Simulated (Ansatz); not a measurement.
# Is the response still linear at 0.5 V/Å? W2NOS MXene monolayer

The dipole of a slab grows in proportion to a weak field along its normal. Does the weak-field slope carry to a strong field?

How it was computed: Ansatz 0.2.0, plane waves with PAW datasets (its set soft_2), PBE-D3(BJ); atoms held at their relaxed places, 18 Å of vacuum, dipole correction, cell area 7.41 Å², 18×18 k-points, smearing 0.02585 eV. Without field the slab has no gap over 0.05 eV.

| run | field (V/Å) | dipole (e·Å) |
| --- | --- | --- |
| run 1 | −0.10 | −0.07996 |
| run 2 | 0.00 | −0.04998 |
| run 3 | 0.10 | −0.01997 |
| run 4 | 0.50 | ? |

Q: Estimate the withheld value from the rows shown.

A least-squares line through the 3 rows shown has slope 0.299950 and intercept −0.049970; no row lies more than 0.00001 e·Å off it. A perfect conductor with that slope would be 180.95 × 0.29995 / 7.41 = 7.32 Å thick. At 0.50 it gives 0.299950 × 0.50 + (−0.049970) = 0.10000 e·Å, beyond the rows fitted. Rounding and scatter of the rows alone allow about ±0.00005 e·Å there.

The run itself gives 0.10039 e·Å: a miss of +0.00039 e·Å. That is under 1 % of the induced dipole, so the response is still linear.

Caveats: Ions are held, so this is the electronic response. Of the series that stay linear within 1 %, this collection keeps about one in seven, and it keeps all that bend. With a small gap or none the response hangs on mesh and smearing, which were not varied here. Spin-orbit coupling is left out, which changes the bands of elements this heavy.
